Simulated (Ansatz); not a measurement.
# Be chain started as a dimerised line: one chain at several levels of theory, part 3 of 4

Wanted: the relaxed geometry and the open channels of the Be chain started as a dimerised line, by several methods.

Ansatz 0.2.0; DFT PBE, plane waves, PAW; relaxation of a chain's period (the session's first sound run).

So far, conductance of the lead as this run defines it (G₀): step 3 (the wire at its relaxed period, level PBE, cutoff 420 eV) 0.00147; step 5 (LDA, another cell) 0.0146.

## Step 6: Relaxing the period, cutoff 500 eV

This step: DFT r2SCAN, plane waves, PAW; relaxation of a chain's period (Ansatz 0.2.0).

The relaxation is repeated under another functional. r2SCAN also reads the kinetic-energy density; it often gives larger moments and wider gaps than PBE, at a higher cost. Against the first PBE run of this kind, the cutoff is 500 eV against 420.

input.yaml

```yaml
crystal:
  lattice:
    - [7.5, 0.0, 0.0]
    - [0.0, 7.5, 0.0]
    - [0.0, 0.0, 3.648]
  atoms:
    - { symbol: Be, position: [0.5, 0.5, 0.0], spin: 0.5 }
    - { symbol: Be, position: [0.5, 0.5, 0.45], spin: 0.5 }
magnetization:
  spin_polarized: true
kpoints:
  mp_grid: { grid: [1, 1, 22] }
scf:
  occupations: { method: fermi_dirac, width: 0.05 }
hamiltonian:
  xc: r2scan
relax:
  cell: { fix: [a, b, alpha, beta, gamma] }
  max_steps: 60
```

Command:

```bash
$ ansatz run input.yaml --threads 4 --pin off --max-ram 8192MiB --backend cpu --events-out ev --progress --plain --runs-dir out
```

Numbers of over 12 decimals in the logs are rounded to 6 here.

The program printed:

```text
[...]
Crystal: 2 atoms, lattice volume = 205.200 Å³
Basis set: ecut = 500 eV, 5253 PW (Γ), exchange–correlation on 240×240×108 points (64 copies of the dense FFT grid, shifted against one another)
Bands: 7, of which v1, the nominal top of the filled ones, is band 2 counted from 1 (1 counted from 0)
Symmetry: 16 space group operations
[...]
0.000000      -0.086457       0.000000
        0.000000       0.000000      -0.002458
  P = ⅓ Tr σ = -0.0585 GPa (-0.585 kbar)
--- Relaxed structure (6 steps of the walk, 6 accepted, 1 SCFs on fresh bases) ---
[...]
cell:  # Å, volume = 243.3076 Å³
    - [7.5, 0.0, 0.0]
    - [0.0, 7.5, 0.0]
    - [0.0, 0.0, 4.325469]
  atoms:
    - { symbol: Be, position: [0.5, 0.5, -0.025085] }
    - { symbol: Be, position: [0.5, 0.5, 0.475085] }
[key lines of the parts left out:]
SCF converged after 6 iterations
Magnetization: -0.0000 μB (2.0000 up, 2.0000 down)
Free energy (F): -181.782774 eV
Fermi energy:    -2.282424 eV
```

It took 31 s on 4 threads of Arm Neoverse V2, shared host; peak memory 0.91 GiB.

Step by step:

```
step  energy less that of the first step (eV)  largest force component (eV/Å)  pressure (GPa)  volume (Å³)
   1                                   0.0000                          5.8784            3.24       205.20
   2                                  -0.8969                          1.8099            1.95       215.21
   3                                  -1.2694                          0.5369            1.21       225.07
   4                                  -1.4364                          0.2817            0.42       235.33
   5                                  -1.4710                          0.0847            0.04       241.54
   6                                  -1.4728                          0.0086           -0.06       243.31
  7*                                  -1.4732                          0.0086           -0.06       243.31
```

Relaxation steps marked * repeat the geometry before them on a plane-wave basis chosen anew for their cell, so energy and pressure can jump there.

Forces are held to the 16 operations that the run works with; a distortion that breaks them can't arise in this run.

```
cell as run  before  after   change
      c (Å)   3.648  4.325  +18.6 %
```

The atoms that moved most (Å, along periodic axes as changes of fractional coordinates times the final cell, across vacuum about the mean position):

```
atom     dx     dy      dz  length
 Be1  0.000  0.000  -0.109   0.109
 Be2  0.000  0.000   0.109   0.109
```

The relaxed structure:

```xyz
2
Lattice="7.5000 0.0000 0.0000 0.0000 7.5000 0.0000 0.0000 0.0000 4.3255" Properties=species:S:1:pos:R:3
Be    3.7500    3.7500   -0.1085
Be    3.7500    3.7500    2.0550
```

The cell's length comes to 4.325 Å, +0.4 % against the first run, with no moment. The two atoms stand evenly on a line, so the true period is half of it. That is +19 % against the start, more than a small adjustment.

## Step 7: The wire at its relaxed period, level r2SCAN, cutoff 500 eV

This step: DFT r2SCAN, plane waves, PAW; channels and complex bands of a perfect chain (Ansatz 0.2.0).

The channels are counted again under r2SCAN, at the period that it gave. Its window is narrower, to save time.

input.yaml

```yaml
crystal:
  lattice:
    - [7.5, 0.0, 0.0]
    - [0.0, 7.5, 0.0]
    - [0.0, 0.0, 4.3254692495]
  atoms:
    - { symbol: Be, position: [0.5, 0.5, 0.974915112] }
    - { symbol: Be, position: [0.5, 0.5, 0.475084888] }
kpoints:
  mp_grid: { grid: [1, 1, 19] }
  band_path: { path: ["Γ", Z], npoints: 60 }
scf:
  occupations: { method: fermi_dirac, width: 0.05 }
hamiltonian:
  xc: r2scan
output:
  transmission:
    e_range: [-0.7, 0.7]
    de: 0.035
    kmesh: [1, 1]
    reduced_basis: true
    leads: [[0, 0]]
  dos: { projected: true, e_range: [-6, 4] }
```

The program printed:

```text
[...]
Crystal: 2 atoms, lattice volume = 243.308 Å³
Basis set: ecut = 500 eV, 6143 PW (Γ), exchange–correlation on 240×240×128 points (64 copies of the dense FFT grid, shifted against one another)
Bands: 6, of which v1, the nominal top of the filled ones, is band 2 counted from 1 (1 counted from 0)
Symmetry: 16 space group operations
[...]
k-points: 10 of 19
[...]
--- Band table (eV; the first three rows and the last of 10) ---
[...]
--- Transmission ---
  basis      : 593 plane waves across, 6 finite elements along
  points     : 1, standing for a mesh of 1 x 1
[...]
crystal 0  : Be2, at the sites [0, 0], period 4.3255 Å: whole cells are its period
[...]
filled         : 0.1 meV over the level at which it is neutral
    channels       : 0.000000e0 a spin
[...]
slowest decay  : 0.1701 /Å at (0.0000, 0.0000)
[key lines of the parts left out:]
SCF converged after 6 iterations
Free energy (F): -181.782775 eV
Fermi energy:    -2.282512 eV
```

Run time: 34 s. Hardware: 4 threads; peak memory 0.83 GiB.

The open channels of the lead, one spin by energy, zero at the Fermi level:

```
energy (eV)  open channels of the lead, one spin
     -0.700                                    1
     -0.630                                    1
     -0.560                                    1
     -0.490                                    1
     -0.420                                    1
     -0.350                                    1
     -0.315                                    1
     -0.245                                    0
     -0.175                                    0
     -0.105                                    0
     -0.035                                    0
      0.000                                    0
      0.035                                    0
      0.105                                    0
      0.175                                    0
      0.245                                    0
      0.315                                    0
      0.350                                    2
      0.420                                    2
      0.490                                    2
      0.560                                    2
      0.630                                    2
      0.700                                    2
```

At the computed energy nearest the Fermi level there are 0 channels a spin, and the thermal average gives 1.2e-5 G₀; the gap is 0.64 eV.

## Step 8: The relaxed wire

This step: DFT RPBE, plane waves, PAW; relaxation of a chain's period (Ansatz 0.2.0).

The relaxation is repeated under another functional. RPBE strengthens the exchange enhancement and tends to longer, weaker bonds than PBE.

input.yaml

```yaml
crystal:
  lattice:
    - [7.5, 0.0, 0.0]
    - [0.0, 7.5, 0.0]
    - [0.0, 0.0, 3.648]
  atoms:
    - { symbol: Be, position: [0.5, 0.5, 0.0], spin: 0.5 }
    - { symbol: Be, position: [0.5, 0.5, 0.45], spin: 0.5 }
magnetization:
  spin_polarized: true
kpoints:
  mp_grid: { grid: [1, 1, 22] }
scf:
  occupations: { method: fermi_dirac, width: 0.05 }
hamiltonian:
  xc: rpbe
relax:
  cell: { fix: [a, b, alpha, beta, gamma] }
  max_steps: 60
```

The program printed:

```text
[...]
Crystal: 2 atoms, lattice volume = 205.200 Å³
Basis set: ecut = 420 eV, 3997 PW (Γ), exchange–correlation on 108×108×50 points (8 copies of the dense FFT grid, shifted against one another)
Bands: 7, of which v1, the nominal top of the filled ones, is band 2 counted from 1 (1 counted from 0)
Symmetry: 16 space group operations
[...]
0.000000      -0.098063       0.000000
        0.000000       0.000000       0.032675
  P = ⅓ Tr σ = -0.0545 GPa (-0.545 kbar)
--- Relaxed structure (6 steps of the walk, 6 accepted, 1 SCFs on fresh bases) ---
[...]
cell:  # Å, volume = 243.8705 Å³
    - [7.5, 0.0, 0.0]
    - [0.0, 7.5, 0.0]
    - [0.0, 0.0, 4.335475]
  atoms:
    - { symbol: Be, position: [0.5, 0.5, -0.025001] }
    - { symbol: Be, position: [0.5, 0.5, 0.475001] }
[key lines of the parts left out:]
SCF converged after 5 iterations
Magnetization: -0.0000 μB (2.0000 up, 2.0000 down)
Free energy (F): -182.964716 eV
Fermi energy:    -2.313736 eV
```

It took 6.4 s on 4 threads; peak memory 0.43 GiB; 23 s of CPU time.

The steps of the relaxation:

```
step  energy less that of the first step (eV)  largest force component (eV/Å)  pressure (GPa)  volume (Å³)
   1                                   0.0000                          5.9044            3.39       205.20
   2                                  -0.9224                          1.7918            2.01       215.22
   3                                  -1.2786                          0.5551            1.18       225.11
   4                                  -1.4461                          0.2795            0.43       235.37
   5                                  -1.4858                          0.0018            0.00       242.66
   6                                  -1.4866                          0.0001           -0.06       243.87
  7*                                  -1.4895                          0.0001           -0.05       243.87
```

Relaxation steps marked * repeat the geometry before them on a plane-wave basis chosen anew for their cell, so energy and pressure can jump there.

Forces are held to the 16 operations that the run works with; a distortion that breaks them can't arise in this run.

```
cell as run  before  after   change
      c (Å)   3.648  4.335  +18.8 %
```

The atoms that moved most (Å, along periodic axes as changes of fractional coordinates times the final cell, across vacuum about the mean position):

```
atom     dx     dy      dz  length
 Be1  0.000  0.000  -0.108   0.108
 Be2  0.000  0.000   0.108   0.108
```

The relaxed structure:

```
Be
1.0
     7.50000    0.00000    0.00000
     0.00000    7.50000    0.00000
     0.00000    0.00000    4.33548
Be
2
Direct
  0.50000 0.50000 0.97500
  0.50000 0.50000 0.47500
```

The cell's length comes to 4.335 Å, +0.6 % against the first run, with no moment. The two atoms stand evenly on a line, so the true period is half of it. That is +19 % against the start, more than a small adjustment.

## Step 9: Bands of the perfect wire, level RPBE, cutoff 420 eV

This step: DFT RPBE, plane waves, PAW; channels and complex bands of a perfect chain (Ansatz 0.2.0).

The channels are counted again under RPBE, at the period that it gave.

input.yaml

```yaml
crystal:
  lattice:
    - [7.5, 0.0, 0.0]
    - [0.0, 7.5, 0.0]
    - [0.0, 0.0, 4.3354751741]
  atoms:
    - { symbol: Be, position: [0.5, 0.5, 0.974999051] }
    - { symbol: Be, position: [0.5, 0.5, 0.475000949] }
kpoints:
  mp_grid: { grid: [1, 1, 19] }
  band_path: { path: ["Γ", Z], npoints: 60 }
scf:
  occupations: { method: fermi_dirac, width: 0.05 }
hamiltonian:
  xc: rpbe
output:
  transmission:
    e_range: [-2, 2]
    de: 0.035
    kmesh: [1, 1]
    reduced_basis: true
    leads: [[0, 0]]
  dos: { projected: true, e_range: [-6, 4] }
```

The program printed:

```text
[...]
Crystal: 2 atoms, lattice volume = 243.870 Å³
Basis set: ecut = 420 eV, 4823 PW (Γ)
Bands: 6, of which v1, the nominal top of the filled ones, is band 2 counted from 1 (1 counted from 0)
Symmetry: 32 space group operations
[...]
k-points: 10 of 19
[...]
--- Band table (eV; the first three rows and the last of 10) ---
[...]
--- Transmission ---
  basis      : 497 plane waves across, 6 finite elements along
  points     : 1, standing for a mesh of 1 x 1
[...]
crystal 0  : Be2, at the sites [0, 0], period 4.3355 Å: whole cells are its period
[...]
filled         : 0.2 meV over the level at which it is neutral
    channels       : 0.000000e0 a spin
[...]
slowest decay  : 0.1388 /Å at (0.0000, 0.0000)
[key lines of the parts left out:]
SCF converged after 6 iterations
Free energy (F): -182.964634 eV
Fermi energy:    -2.313898 eV
```

The job ended after 21 s (4 threads; peak memory 0.43 GiB; 70 s of CPU time).

Table of open channels of the lead, one spin by energy, zero at the Fermi level:

energy (eV), open channels of the lead, one spin and a bar:
```
    -2.00       1.00 ###############
    -1.90       1.00 ###############
    -1.79       1.00 ###############
    -1.69       1.00 ###############
    -1.58       1.00 ###############
    -1.48       1.00 ###############
    -1.37       1.00 ###############
    -1.23       1.00 ###############
    -1.12       1.00 ###############
    -1.02       1.00 ###############
    -0.92       1.00 ###############
    -0.81       1.00 ###############
    -0.70       1.00 ###############
    -0.60       1.00 ###############
    -0.49       1.00 ###############
    -0.39       1.00 ###############
    -0.28       1.00 ###############
    -0.18       0.00 
    -0.07       0.00 
    -0.01       0.00 
     0.07       0.00 
     0.17       0.00 
     0.28       2.00 ##############################
     0.38       2.00 ##############################
     0.48       2.00 ##############################
     0.59       2.00 ##############################
     0.69       2.00 ##############################
     0.80       2.00 ##############################
     0.91       2.00 ##############################
     1.01       2.00 ##############################
     1.11       2.00 ##############################
     1.22       2.00 ##############################
     1.36       2.00 ##############################
     1.47       2.00 ##############################
     1.57       2.00 ##############################
     1.68       2.00 ##############################
     1.78       2.00 ##############################
     1.89       2.00 ##############################
     1.99       2.00 ##############################
```

At the computed energy nearest the Fermi level there are 0 channels a spin, and the thermal average gives 5.3e-4 G₀; the gap is 0.45 eV.

Between step 3 and this run (RPBE and another cell) the value for the conductance of the lead as this run defines it moves from 0.00147 G₀ to 5.3e-4 G₀ (-64 %).

## Step 10: The series together

Times are for 4 threads of Arm Neoverse V2, shared host. The runs compared:

```
no.   level  conductance of the lead as this run defines it (G₀)  time  memory (GiB)
  1     PBE                                             0.001466  22 s          0.42
  2     LDA                                              0.01456  19 s           0.4
  3  r2SCAN                                              1.17e-5  34 s          0.83
  4    RPBE                                              5.33e-4  21 s          0.43
```

## Step 11: Relaxing the period, cutoff 1800 eV

This step: DFT PBE, plane waves, norm-conserving; relaxation of a chain's period (Ansatz 0.2.0).

The same functional on other atomic datasets tests how far the result hangs on the treatment of the cores. Against the first PBE run of this kind, the cutoff is 1800 eV against 420.

input.yaml

```yaml
crystal:
  lattice:
    - [7.5, 0.0, 0.0]
    - [0.0, 7.5, 0.0]
    - [0.0, 0.0, 3.648]
  atoms:
    - { symbol: Be, position: [0.5, 0.5, 0.0], spin: 0.5 }
    - { symbol: Be, position: [0.5, 0.5, 0.45], spin: 0.5 }
magnetization:
  spin_polarized: true
kpoints:
  mp_grid: { grid: [1, 1, 22] }
scf:
  occupations: { method: fermi_dirac, width: 0.05 }
hamiltonian:
  xc: pbe
  pseudopotentials: { kind: nc }
relax:
  cell: { fix: [a, b, alpha, beta, gamma] }
  max_steps: 60
```

The program printed:

```text
[...]
Crystal: 2 atoms, lattice volume = 205.200 Å³
Basis set: ecut = 1800 eV, 35605 PW (Γ), exchange–correlation on 216×216×108 points (8 copies of the dense FFT grid, shifted against one another)
Bands: 9, of which v1, the nominal top of the filled ones, is band 4 counted from 1 (3 counted from 0)
Symmetry: 16 space group operations
[...]
0.000000      -0.091137       0.000000
        0.000000       0.000000       0.038309
  P = ⅓ Tr σ = -0.0480 GPa (-0.480 kbar)
--- Relaxed structure (7 steps of the walk, 7 accepted, 2 SCFs on fresh bases) ---
[...]
cell:  # Å, volume = 242.5089 Å³
    - [7.5, 0.0, 0.0]
    - [0.0, 7.5, 0.0]
    - [0.0, 0.0, 4.311269]
  atoms:
    - { symbol: Be, position: [0.5, 0.5, -0.025006] }
    - { symbol: Be, position: [0.5, 0.5, 0.475006] }
[key lines of the parts left out:]
SCF converged after 4 iterations
Magnetization: -0.0000 μB (4.0000 up, 4.0000 down)
Free energy (F): -778.035355 eV
Fermi energy:    -2.329913 eV
```

Run time: 63 s. Hardware: 4 threads; peak memory 1.4 GiB; 4 min of CPU time.

The cell's length comes to 4.311 Å, +0.1 % against the first run, with no moment. The two atoms stand evenly on a line, so the true period is half of it. That is +18 % against the start, more than a small adjustment.

## Step 12: The relaxed wire

This step: DFT PBE, plane waves, PAW; relaxation of a chain's period (Ansatz 0.2.0).

No moment formed, so a run without spin should agree; this checks it and saves time.

input.yaml, the sections that differ from step 11:

```yaml
crystal:
  lattice:
    - [7.5, 0.0, 0.0]
    - [0.0, 7.5, 0.0]
    - [0.0, 0.0, 3.648]
  atoms:
    - { symbol: Be, position: [0.5, 0.5, 0.0] }
    - { symbol: Be, position: [0.5, 0.5, 0.45] }
hamiltonian:
  xc: pbe
# kpoints, scf, relax: as in step 11
# magnetization: removed
```

The program printed:

```text
[...]
Crystal: 2 atoms, lattice volume = 205.200 Å³
Basis set: ecut = 420 eV, 3997 PW (Γ), exchange–correlation on 108×108×50 points (8 copies of the dense FFT grid, shifted against one another)
Bands: 6, of which v1, the nominal top of the filled ones, is band 2 counted from 1 (1 counted from 0)
Symmetry: 16 space group operations
[...]
k-points: 12 of 22
[...]
-0.090943       0.000000       0.000000
        0.000000      -0.090943       0.000000
        0.000000       0.000000       0.003038
  P = ⅓ Tr σ = -0.0596 GPa (-0.596 kbar)
--- Relaxed structure (6 steps of the walk, 6 accepted, 2 SCFs on fresh bases) ---
[...]
cell:  # Å, volume = 242.5077 Å³
    - [7.5, 0.0, 0.0]
    - [0.0, 7.5, 0.0]
    - [0.0, 0.0, 4.311248]
  atoms:
    - { symbol: Be, position: [0.5, 0.5, -0.025001] }
    - { symbol: Be, position: [0.5, 0.5, 0.475001] }
[key lines of the parts left out:]
SCF converged after 4 iterations
Free energy (F): -180.769979 eV
Fermi energy:    -2.366442 eV
```

Wall time 2.6 s (4 threads); peak memory 0.39 GiB; 9 s of CPU time.

The cell's length comes to 4.311 Å, +0.1 % against the first run, with spin left out. The two atoms stand evenly on a line, so the true period is half of it. That is +18 % against the start, more than a small adjustment.

## Step 13: Side by side

Times are for 4 threads of Arm Neoverse V2, shared host. The runs compared:

```
no.          level  cell length along the wire (Å)   time  memory (GiB)
  1            PBE                           4.309  6.9 s          0.42
  2            LDA                           4.274  5.2 s          0.38
  3         r2SCAN                           4.325   31 s          0.91
  4           RPBE                           4.335  6.4 s          0.43
  5  PBE, NC files                           4.311   63 s           1.4
  6   PBE, no spin                           4.311  2.6 s          0.39
```

(Part 3 of 4 ends here.)

[Logs are printed without paths, hosts, clocks, repeated set-up lines and the standing remarks that a program may print on its own settings, such as how far it seeks lower states.]

[Hosts, paths, dates, database ids (printed as entryN), source tags and the programs' standing remarks are cut or masked in the printed files.]
